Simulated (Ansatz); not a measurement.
**What MgBe2 (built on the sites of a database entry of Ba2Cd) distorts into**

Wanted: the energy along a soft mode of MgBe2 (built on the sites of a database entry of Ba2Cd) and the structure at the end.

Method: DFT PBEsol, scalar-relativistic, plane waves, PAW, in Ansatz 0.2.0.

The structure was built from a prototype and need not be the compound's stable phase.

**1. The structure**

It takes space group I4/mmm (No. 139, tetragonal). The conventional cell has a = 2.774 Å, b = 2.774 Å, c = 9.422 Å, α = 90.00°, β = 90.00°, γ = 90.00°. Be has 8 Be at 2.19 to 2.77 Å and 5 Mg at 2.71 to 2.84 Å nearest. Mg has 10 Be at 2.71 to 2.84 Å and 4 Mg at 2.77 Å nearest. Farther neighbours are not listed.

**2. The dispersion**

The cell comes from relaxations at this level that are not shown. Stability and thermal properties need the whole zone. Linear response on a 2×2×2 q mesh gives force constants as far as a supercell of that size would.

input.yaml reads:

```yaml
crystal:
  lattice:
    - [-1.3868309658, 1.3868309658, 4.7111559481]
    - [1.3868309658, -1.3868309658, 4.7111559481]
    - [1.3868309658, 1.3868309658, -4.7111559481]
  atoms:
    - { symbol: Be, position: [0.3015106231, 0.3015106231, 0.0] }
    - { symbol: Be, position: [0.6984893769, 0.6984893769, 0.0] }
    - { symbol: Mg, position: [0.0, 0.0, 0.0] }
kpoints:
  mp_grid: { grid: [20, 20, 20] }
hamiltonian:
  xc: pbesol
scf:
  occupations: { method: methfessel_paxton, width: 0.15 }
output:
  eigenvalues: true
phonons:
  method: dfpt
  qmesh: [2, 2, 2]
  temperatures: { t_max: 1000, t_step: 50 }
  qpath:
    path:
      - [[0.0, 0.0, 0.0], [0.0, 0.0, 0.5], [0.25, 0.25, 0.25], [0.0, 0.5, 0.0], [0.0, 0.0, 0.0], [0.5, 0.5, -0.5], [0.27166367, 0.72833633, -0.27166367]]
      - [[-0.27166367, 0.27166367, 0.27166367], [0.0, 0.0, 0.0]]
      - [[0.0, 0.0, 0.5], [-0.04332735, 0.04332735, 0.5]]
      - [[0.5, 0.5, -0.04332735], [0.5, 0.5, -0.5]]
    npoints: 10
```

The run is started by

```sh
$ ansatz run input.yaml --threads 4 --pin off --max-ram 7168MiB --backend cpu --events-out ev --progress --plain --runs-dir out
```

Numbers of over 12 decimals in the logs are rounded to 6 here.

The program printed:

```text
Warning: phonons: the dynamical matrix that this run interpolates holds no multipole term above the dipole-dipole one, and a site of this crystal is no centre of inversion, so its interpolated transverse optical and acoustic branches and sound speeds can stay off near Gamma, and the density of states and the thermodynamics with them. What a run solves at a wave vector of phonons.qpoints, Gamma apart, where the deck admits one, is free of this, and under fd what a larger phonons.supercell samples
Engine: ansatz 0.2.0, aarch64-unknown-linux-gnu
Pseudopotentials: kind: paw
Pseudopotential: Be, paw, valence charge 2, recommended cutoff 420 eV (normal), Be.paw.azcp
Pseudopotential: Mg, paw, valence charge 10, recommended cutoff 420 eV (normal), Mg.paw.azcp
Functional definition: PBEsol
  exchange = pbesol_x
  correlation = pbesol_c
Crystal: 3 atoms, lattice volume = 36.244 Å³
Basis set: ecut = 420 eV, 739 PW (Γ), exchange–correlation on 72×72×72 points (8 copies of the dense FFT grid, shifted against one another)
Bands: 11, of which v1, the nominal top of the filled ones, is band 7 counted from 1 (6 counted from 0)
Symmetry: 16 space group operations
k-points: 641 of 8000
Non-local potential: Be, projectors of the file, l = 0: 2, l = 1: 2, l = 2: 1
Non-local potential: Mg, projectors of the file, l = 0: 3, l = 1: 2, l = 2: 1
PAW form: soft (Blöchl's): semilocal exchange-correlation on the pseudo side does not see the compensation charge
PAW frozen core: Be, regenerated for the run's functional, and the local potential with it (the file was generated under x = pbe(κ = 0.804, μ = 0.219515), c = pbe(β = 0.066725))
PAW frozen core: Mg, regenerated for the run's functional, and the local potential with it (the file was generated under x = pbe(κ = 0.804, μ = 0.219515), c = pbe(β = 0.066725))
PAW one-centre angular grid: Be, 110 points (default); XC on 64 Gauss nodes
PAW one-centre angular grid: Mg, 110 points (default); XC on 64 Gauss nodes
Initial density: superposition of atomic densities (neutral atoms: chi_scale 0, normalization atom), corrected by the library's trained network
Initial wavefunctions: pseudopotential atomic-orbital guess
Functional: x = pbesol(κ = 0.804, μ = 0.123457), c = pbesol(β = 0.046)
SCF iter   1: F=—  HF=-2091.824628 eV  |F-HF|=—  |Δ(HF+E_count)|=         —  Δρ=2.67e-3  dr2=2.00e-3  ethr=1.77e-3  ⟨swp⟩=5.3  Hψ=44436  notcnv=0
preconditioner: auto → none  [metal: Δε(μ)=0.011 eV  Ē_g=8.169 eV  σ=0.150 eV  W_gap=0.06  n_scr=2 (ndim 8)  ℏωp=15.1 eV  f_vac=0.000  D(μ)=0.53/eV (n_scr^D=2)  sad-step TF]
SCF iter   2: F=—  HF=-2091.823612 eV  |F-HF|=—  |Δ(HF+E_count)|=   1.02e-3  S|Δr|=    0.00e0  Δρ=1.45e-3  dr2=7.46e-4  ethr=1.43e-5  ⟨swp⟩=1.9  Hψ=15364  notcnv=0
SCF iter   3: F=—  HF=-2091.823351 eV  |F-HF|=—  |Δ(HF+E_count)|=   2.62e-4  S|Δr|=    0.00e0  Δρ=1.51e-4  dr2=8.81e-6  ethr=5.33e-6  ⟨swp⟩=2.7  Hψ=11702  notcnv=0
SCF iter   4: F=—  HF=-2091.823348 eV  |F-HF|=—  |Δ(HF+E_count)|=   2.78e-6  S|Δr|=    0.00e0  Δρ=5.41e-5  dr2=4.43e-6  ethr=6.29e-8  ⟨swp⟩=2.1  Hψ=11466  notcnv=0
SCF iter   5: F=—  HF=-2091.823348 eV  |F-HF|=—  |Δ(HF+E_count)|=   1.57e-7  S|Δr|=    0.00e0  Δρ=1.23e-5  dr2=3.80e-8  ethr=3.17e-8  ⟨swp⟩=1.9  Hψ=8186  notcnv=0
SCF iter   6: F=—  HF=-2091.823348 eV  |F-HF|=—  |Δ(HF+E_count)|=   7.48e-8  S|Δr|=    0.00e0  Δρ=2.73e-6  dr2=9.47e-10  ethr=2.71e-10  ⟨swp⟩=2.0  Hψ=10813  notcnv=0
SCF iter   7: F=-2091.823348 eV  HF=-2091.823348 eV  |F-HF|=1.09e-11  |Δ(HF+E_count)|=   1.10e-9  S|Δr|=    0.00e0  Δρ=1.97e-7  dr2=6.64e-12  ethr=1.00e-12  ⟨swp⟩=4.5  Hψ=32529  notcnv=0
SCF 1 converged in 7 iterations: F = -2091.823348 eV  dr2 = 6.64e-12
  greatest PAW one-centre occupation: 1.000 electrons in one spin orbital (limit 2), on the Mg atom at site 2 (counted from 0), in its partial waves of l = 0
Initial density: read from a saved state, or passed on in memory by an earlier SCF of this step, an earlier step, the calling program or the single point that the run made first
iter 1 solved again at ethr=8.95e-9 eV; its pass at ethr=3.10e-3 eV (dr2=1.25e-6 eV) is discarded
SCF iter   1: F=—  HF=-2091.823348 eV  |F-HF|=—  |Δ(HF+E_count)|=         —  Δρ=1.87e-7  dr2=6.51e-12  ethr=8.95e-9  ⟨swp⟩=3.6  Hψ=67046  notcnv=0
eigensolver tolerance schedule: the retry pair's looser diagonalisation over-reported the residual by 192435.44 of it (diagonalisation noise at 1.25 of the residual, at the tolerance the schedule requests for it); recorded, not acted on — ethr = c·dr2/N_el stays at c = 1.0e-1
preconditioner: auto → none  [metal: Δε(μ)=0.016 eV  Ē_g=8.168 eV  σ=0.150 eV  W_gap=0.09  n_scr=2 (ndim 8)  ℏωp=15.1 eV  f_vac=0.000  D(μ)=0.53/eV (n_scr^D=2)]
SCF iter   2: F=-2091.823348 eV  HF=-2091.823348 eV  |F-HF|=2.73e-12  |Δ(HF+E_count)|=   5.28e-9  S|Δr|=    0.00e0  Δρ=1.11e-7  dr2=2.96e-12  ethr=1.00e-12  ⟨swp⟩=4.7  Hψ=26863  notcnv=0
SCF 2 converged in 2 iterations: F = -2091.823348 eV  dr2 = 2.96e-12
phonons: the bands overlap, so this run is a metal and interpolates without the dipole-dipole term. If the crystal is really an insulator or semiconductor, its LO-TO splitting is missing
NSCF: frozen V_eff on 641 k-points
NSCF: frozen V_eff on 1166 k-points
DFPT response loops at q = (0, 0, 0) (fractional): preconditioner auto → Kerker (q_TF=auto, 2.328 Å⁻¹) (partly filled bands, converged f_vac=0.000); β = 1.00, the filter's whole step (`scf.mixing.beta` (0.50) is not read by the response loops under this deck's `scf.mixing.preconditioner`; to damp them name `kerker` or `kerker_dos`, under which they read `scf.mixing.beta`, and type it under 1.00, their step now; both keys bind the ground state too); Broyden in place of MSR1
NSCF: frozen V_eff on 4224 k-points
DFPT response loops at q = (0, 0, -0.5) (fractional): mixed as the last ones told, above
NSCF: frozen V_eff on 4224 k-points
DFPT response loops at q = (0, -0.5, 0) (fractional): mixed as the last ones told, above
NSCF: frozen V_eff on 2332 k-points
DFPT response loops at q = (-0.5, -0.5, -0.5) (fractional): mixed as the last ones told, above
SCF converged after 7 iterations
Stability not checked: this state was not tested for a lower state beside it, because cold or Methfessel-Paxton smearing, or corrected tetrahedra, fill the levels in a way that the test cannot read (fill_not_monotonic; see scf.lower_state_search)
Free energy (F): -2091.823348 eV
Harris-Foulkes:  -2091.823348 eV  (|F-HF|=1.09e-11)
Internal energy: -2091.824058 eV  (E = F + TS)
E sigma→0 (E₀):  -2091.823525 eV
Entropy (-TS):   0.000710 eV (0.237 meV/atom)
Fermi energy:    7.247060 eV
--- Per-component energies (eV) ---
  E_band       = -326.671799
  E_kinetic    = 114.551654
  E_local      = -1716.523377  (includes V_loc(G=0)·N_el)
  E_nonlocal   = 104.908277
  E_hartree    = 637.902115
  E_xc         = -66.986943
  E_vxc        = -77.630749  (∫ρ·V_xc dr)
  E_paw        = -394.790338  (= ΣΔE_a)
  E_vpaw       = -27.781762  (= ΣTr[D̂ρ^β])
  E_aug_tail   = -0.000003  (compensation charges beyond the density's cutoff)
  E_ewald      = -770.963369
  E_core_change = 0.077925  (= ΣΔE_core)
  E_smearing   = 0.000710  (= −TS)
  E_closure    = -0.000000  (closes the sum)
  Σ components = -2091.823348   (vs F -2091.823348, Δ=0.00e0)
--- Band table (eV; the first three rows and the last of 641) ---
  k-point 0: bands = [... 3 lower, -35.0123, -2.1458, 3.4601, 4.1044, 11.9099, 11.9099, 16.7557, 17.2819]
  k-point 1: bands = [... 3 lower, -35.0140, -2.0636, 3.5376, 4.1819, 11.4196, 11.8050, 15.4356, 16.7066]
  k-point 2: bands = [... 3 lower, -35.0190, -1.8176, 3.7700, 4.4125, 10.3588, 11.5282, 14.0211, 15.6652]
  k-point 640: bands = [... 3 lower, -35.0123, -1.0629, -0.1746, 9.9741, 11.7292, 11.7292, 11.8205, 15.4962]
--- Phonons (Γ-DFPT): 4 representative perturbations + reference (Σ response iterations 11) ---
  ASR residual: 1.188e-4 → 0.000e0 eV/Å²; symmetrization residual: 9.813e-7 eV/Å²
  ASR residual per site (eV/Å²): 3.76e-5 3.76e-5 1.19e-4
  Γ frequencies (cm⁻¹): 0.00 0.00 0.00 269.08 269.08 357.88 497.45 562.23 562.23
--- Phonons (arbitrary-q DFPT): 4 irreducible q on the 2×2×2 mesh ---
  q = [0.0000, 0.0000, 0.0000] (star 1, of the zone-centre solve; hermiticity 3.31e-7, symmetrization 4.84e-14): 0.00 0.00 0.00 269.08 269.08 357.88 497.45 562.23 562.23
  q = [0.0000, 0.0000, -0.5000] (star 2, 4 solved perturbations in 6556 linear systems a pass and spin channel, the states on 2112 of 8000 k-point pairs; hermiticity 1.11e-7, symmetrization 4.49e-13): -205.15 -194.55 202.87 350.51 365.60 394.78 406.49 522.15 528.00
  q = [0.0000, -0.5000, 0.0000] (star 4, 6 solved perturbations on 2112 of 8000 k-point pairs; hermiticity 1.32e-7, symmetrization 2.32e-9): -71.14 134.60 183.05 236.58 365.72 470.17 479.21 488.99 495.83
  q = [-0.5000, -0.5000, -0.5000] (star 1, 4 solved perturbations in 3614 linear systems a pass and spin channel, the states on 1166 of 8000 k-point pairs; hermiticity 2.24e-7, symmetrization 7.95e-13): 168.86 168.86 218.42 218.42 224.74 267.07 402.54 567.24 567.24
  sum rule: each row above includes the acoustic sum rule's correction from the zone centre's row sums; it moved no ω² by more than (1.15 cm⁻¹)²
  mesh force constants: q→R imaginary residual 6.98e-18; ASR residual 1.188e-4 → 0.000e0 eV/Å²; symmetrization residual 2.442e-15 eV/Å²
  interpolated dispersion: 94 rows × 9 modes
  density of states and harmonic sums: on the 24×24×32 q-mesh, interpolated from the force constants of a 2×2×2 supercell (no non-analytic term)
  largest difference from the sums on the solved wave vectors: F 1.15e-1 eV, S 1.74e-4 and C_V 5.99e-5 eV/K
  zero-point energy: 0.176271 eV/cell   skipped modes (ω ≤ 0): 2671, of them read as no rigid motion or as one in doubt: 2668 (6.889e-1 modes/cell left out, lowest -205.15 cm⁻¹)   left out of the sums: 7.66e-2 of the cell's modes: C_V's classical limit lies that fraction below 3 k_B per atom; for a crystal, a wire or a layer, F and S can be off by more, and a phonons.interpolated_qmesh denser along its periods is the remedy for the sampling
```

Elapsed: 5.4 min, on 4 threads of Arm Neoverse V2, shared host; peak memory 2.2 GiB.

The column dr2 measures how far the density is from self-consistency, as an energy; F and HF (Harris–Foulkes) agree once it is small.

Numbers from this step:

```
volume per atom                                         : 12.08 Å³
gap on the k-mesh                                       : 0 eV
sum-rule residual before enforcement                    : 1.19e-4 eV/Å²
lowest frequency on the path                            : -205.1 cm⁻¹
point group                                             : 4/mmm
highest frequency on the path or at a solved wavevector : 567.2 cm⁻¹
highest optical mode at the zone centre (no LO-TO term) : 562.2 cm⁻¹
lowest optical zone-centre mode                         : 269.1 cm⁻¹
lowest mode on the q mesh (acoustic modes at Γ apart)   : -205.2 cm⁻¹
```

Frequencies (cm⁻¹) solved at each irreducible wavevector; negative means imaginary. Frequencies by wavevector, by row:

| q in reciprocal lattice units | star | mode 1 | mode 2 | mode 3 | mode 4 | mode 5 | mode 6 | mode 7 | mode 8 | mode 9 |
| --- | --- | --- | --- | --- | --- | --- | --- | --- | --- | --- |
| 0 0 0 | 1 | 0 | 0 | 0 | 269.1 | 269.1 | 357.9 | 497.4 | 562.2 | 562.2 |
| 0 0 -0.5 | 2 | -205.2 | -194.6 | 202.9 | 350.5 | 365.6 | 394.8 | 406.5 | 522.1 | 528 |
| 0 -0.5 0 | 4 | -71.1 | 134.6 | 183.1 | 236.6 | 365.7 | 470.2 | 479.2 | 489 | 495.8 |
| -0.5 -0.5 -0.5 | 1 | 168.9 | 168.9 | 218.4 | 218.4 | 224.7 | 267.1 | 402.5 | 567.2 | 567.2 |

Interpolated from a 2×2×2 q mesh, rough between the solved points. The phonon branches at the labelled points (cm⁻¹):

| point | branch 1 | branch 2 | branch 3 | branch 4 | branch 5 | branch 6 | branch 7 | branch 8 | branch 9 |
| --- | --- | --- | --- | --- | --- | --- | --- | --- | --- |
| Γ | 0 | 0 | 0 | 269 | 269 | 358 | 498 | 562 | 562 |
| halfway | 44 | 186 | 250 | 268 | 301 | 342 | 464 | 510 | 550 |
| X | -205 | -195 | 203 | 350 | 366 | 395 | 406 | 522 | 528 |
| halfway | -204 | -196 | 203 | 353 | 363 | 394 | 407 | 523 | 527 |
| P | -200 | -200 | 203 | 358 | 358 | 394 | 407 | 525 | 525 |
| halfway | -91 | 89 | 225 | 277 | 337 | 395 | 429 | 524 | 525 |
| N | -71 | 135 | 183 | 237 | 366 | 470 | 479 | 489 | 496 |
| halfway | 99 | 133 | 181 | 269 | 310 | 339 | 491 | 522 | 552 |
| Γ | 0 | 0 | 0 | 269 | 269 | 358 | 498 | 562 | 562 |
| halfway | 104 | 104 | 119 | 252 | 252 | 331 | 454 | 565 | 565 |
| M | 169 | 169 | 218 | 218 | 225 | 267 | 402 | 567 | 567 |
| halfway | -75 | 156 | 206 | 268 | 318 | 325 | 432 | 528 | 555 |
| S | -102 | 136 | 176 | 249 | 370 | 469 | 470 | 490 | 498 |
| jump to S0 | -102 | 136 | 176 | 249 | 370 | 469 | 470 | 490 | 498 |
| halfway | 132 | 139 | 161 | 286 | 292 | 351 | 500 | 516 | 550 |
| Γ | 0 | 0 | 0 | 269 | 269 | 358 | 498 | 562 | 562 |
| jump to X | -205 | -195 | 203 | 350 | 366 | 395 | 406 | 522 | 528 |
| halfway | -204 | -191 | 203 | 350 | 364 | 394 | 407 | 522 | 528 |
| R | -200 | -179 | 203 | 348 | 360 | 391 | 409 | 522 | 529 |
| jump to G′ | -200 | -179 | 203 | 348 | 360 | 391 | 409 | 522 | 529 |
| halfway | 130 | 184 | 211 | 261 | 304 | 321 | 469 | 476 | 559 |
| M | 169 | 169 | 218 | 218 | 225 | 267 | 402 | 567 | 567 |

The phonon branches as a text plot (rows in cm⁻¹; labels by their first letter):

```
    551 |********             ***************     *****  ********
    519 |   ***************  ****          **** ****   ****   *
    487 |*****             ***********       **********    ***
    455 |     *           ****        *     *** *          ***
    422 |      ************            * *** *   *     ****   **
    390 |       **********    *         *              **       *
    358 |**    * *******  **** *  ****      ***** *  ******
    326 |  ** ****     ***    ****    *    **    * **   ** ***
    294 |   *****       *       ***    *  *       * **    ******
    261 |**** *          *     *******  *******    ****     *  **
    229 |    *          *******       ****     ***         * *  *
    197 |   * **********   ******      *  *****  *     **********
    165 |    * *          *            ******  *  *          ****
    133 |  **            * *******    *   *  ********       *
    101 |  *                    ***                 **   *
     68 | ****  *             ** **  *               *     *
     36 | *   *                    **          *
      4 |*                                            *
    -28 |
    -60 |               ******             *
    -92 |      *                                          *
   -125 |       **     **                   ***         *
   -157 |        *    **                                 *
   -189 |         *****                                **
         Γ         X P      N       Γ   M    S|S     ΓR|G       M
```

Symmetry leaves 4 wavevectors to solve. The lowest mode among them, the acoustic zeros apart, lies at q = (0, 0, -0.5) and is imaginary, 205.2i cm⁻¹, so the energy falls along it.

**3. The mode frozen in, largest atomic shift 0 Å**

The mode followed lies at q = (0, 0, -0.5) with frequency 194.6i cm⁻¹, one of the unstable modes though not the softest. At small amplitude the distorted cell has space group no. 63 by a symmetry search on the positions. The undistorted cell that holds it gives the zero of energy on the same k mesh.

System of this step: MgBe2 (built on the sites of a database entry of Ba2Cd). It takes space group I4/mmm (No. 139, tetragonal). Conventional cell: a = 2.774 Å, b = 2.774 Å, c = 9.422 Å, α = 90.00°, β = 90.00°, γ = 90.00°. Nearest to Be lie 8 Be at 2.19 to 2.77 Å and 5 Mg at 2.71 to 2.84 Å. Nearest to Mg lie 10 Be at 2.71 to 2.84 Å and 4 Mg at 2.77 Å. Farther neighbours are not listed.

input.yaml reads:

```yaml
crystal:
  lattice:
    - [2.7736619316, 2.7736619316, 0.0]
    - [-2.7736619316, 2.7736619316, 0.0]
    - [-1.3868309658, 1.3868309658, 4.7111559481]
  atoms:
    - { symbol: Be, position: [0.5, 0.1984893769, 0.6030212463] }
    - { symbol: Be, position: [0.0, 0.6984893769, 0.6030212463] }
    - { symbol: Be, position: [0.5, 0.8015106231, 0.3969787537] }
    - { symbol: Be, position: [0.0, 0.3015106231, 0.3969787537] }
    - { symbol: Mg, position: [0.5, 0.5, 0.0] }
    - { symbol: Mg, position: [0.0, 0.0, 0.0] }
kpoints:
  mp_grid: { grid: [8, 8, 8] }
hamiltonian:
  xc: pbesol
scf:
  occupations: { method: methfessel_paxton, width: 0.15 }
output:
  forces: true
  stress: true
  eigenvalues: true
```

The program printed:

```text
[...]
Crystal: 6 atoms, lattice volume = 72.488 Å³
Basis set: ecut = 420 eV, 1445 PW (Γ), exchange–correlation on 54×54×72 points (8 copies of the dense FFT grid, shifted against one another)
Bands: 20, of which v1, the nominal top of the filled ones, is band 14 counted from 1 (13 counted from 0)
Symmetry: 16 space group operations
[...]
k-points: 105 of 512
[...]
k-point 0: bands = [... 10 lower, 4.1059, 4.4299, 4.8386, 7.7076, 8.6064, 8.6523, 8.8595, 11.7229, ... 2 higher]
  k-point 1: bands = [... 10 lower, 4.4801, 4.7667, 5.3221, 7.7287, 8.4908, 8.8645, 9.0258, 10.6237, ... 2 higher]
  k-point 2: bands = [... 10 lower, 4.6128, 4.6131, 6.9583, 7.7528, 8.3896, 9.1298, 9.5744, 9.5746, ... 2 higher]
  k-point 104: bands = [... 10 lower, 2.5767, 2.5767, 4.1776, 4.1776, 7.6959, 7.6959, 9.1973, 9.1973, ... 2 higher]
[key lines of the parts left out:]
SCF converged after 6 iterations
Free energy (F): -4183.640404 eV
Fermi energy:    7.215333 eV
P = ⅓ Tr σ = -0.0332 GPa (-0.332 kbar)
```

Elapsed: 1.8 s, on 4 threads; peak memory 0.41 GiB.

Numbers from this step:

* pressure: -0.03316 GPa
* energy from the undistorted cell: 0 meV/atom

The run ends at a pressure of -0.03 GPa, with forces up to 0.0021 eV/Å.

**4. The mode frozen in, largest atomic shift 0.32 Å**

The atoms are moved along the unstable eigenvector, the largest shift by 0.32 Å, with the cell fixed.

input.yaml, the sections that differ from step 3:

```yaml
crystal:
  lattice:
    - [2.7736619316, 2.7736619316, 0.0]
    - [-2.7736619316, 2.7736619316, 0.0]
    - [-1.3868309658, 1.3868309658, 4.7111559481]
  atoms:
    - { symbol: Be, position: [0.5, 0.1169097988, 0.6030212463] }
    - { symbol: Be, position: [0.0, 0.7800689549, 0.6030212463] }
    - { symbol: Be, position: [0.5, 0.7199310451, 0.3969787537] }
    - { symbol: Be, position: [0.0, 0.3830902012, 0.3969787537] }
    - { symbol: Mg, position: [0.5, 0.4899715405, 0.0] }
    - { symbol: Mg, position: [0.0, 0.0100284595, 0.0] }
# kpoints, hamiltonian, scf, output: as in step 3
```

The program printed:

```text
[...]
Crystal: 6 atoms, lattice volume = 72.488 Å³
Basis set: ecut = 420 eV, 1445 PW (Γ), exchange–correlation on 54×54×72 points (8 copies of the dense FFT grid, shifted against one another)
Bands: 20, of which v1, the nominal top of the filled ones, is band 14 counted from 1 (13 counted from 0)
Symmetry: 8 space group operations
[...]
k-points: 105 of 512
[...]
k-point 0: bands = [... 10 lower, 4.0922, 4.4417, 5.4399, 7.1764, 7.7421, 8.5079, 8.8148, 11.1277, ... 2 higher]
  k-point 1: bands = [... 10 lower, 4.4938, 5.1734, 5.4408, 7.0451, 7.8357, 8.7850, 8.9265, 10.3078, ... 2 higher]
  k-point 2: bands = [... 10 lower, 4.6319, 5.1348, 6.8199, 6.8762, 8.0310, 9.0909, 9.3315, 9.5295, ... 2 higher]
  k-point 104: bands = [... 10 lower, 2.6150, 2.6150, 4.1636, 4.1636, 7.6265, 7.6265, 9.0822, 9.0822, ... 2 higher]
[key lines of the parts left out:]
SCF converged after 6 iterations
Free energy (F): -4183.736166 eV
Fermi energy:    7.029433 eV
P = ⅓ Tr σ = 1.3053 GPa (13.053 kbar)
```

It took 1.9 s on 4 threads; peak memory 0.41 GiB.

This step gave:

```
pressure                         : 1.305 GPa
energy from the undistorted cell : -16.03 meV/atom
```

The energy, extrapolated to zero smearing, is -16.03 meV/atom against the undistorted cell.

The run ends at a pressure of 1.31 GPa, with forces up to 0.52 eV/Å.

(Part 1 of 2 ends here.)

[Logs are printed without paths, hosts, clocks, repeated set-up lines and the standing remarks that a program may print on its own settings, such as how far it seeks lower states.]

[Hosts, paths, dates, database ids (printed as entryN), source tags and the programs' standing remarks are cut or masked in the printed files.]
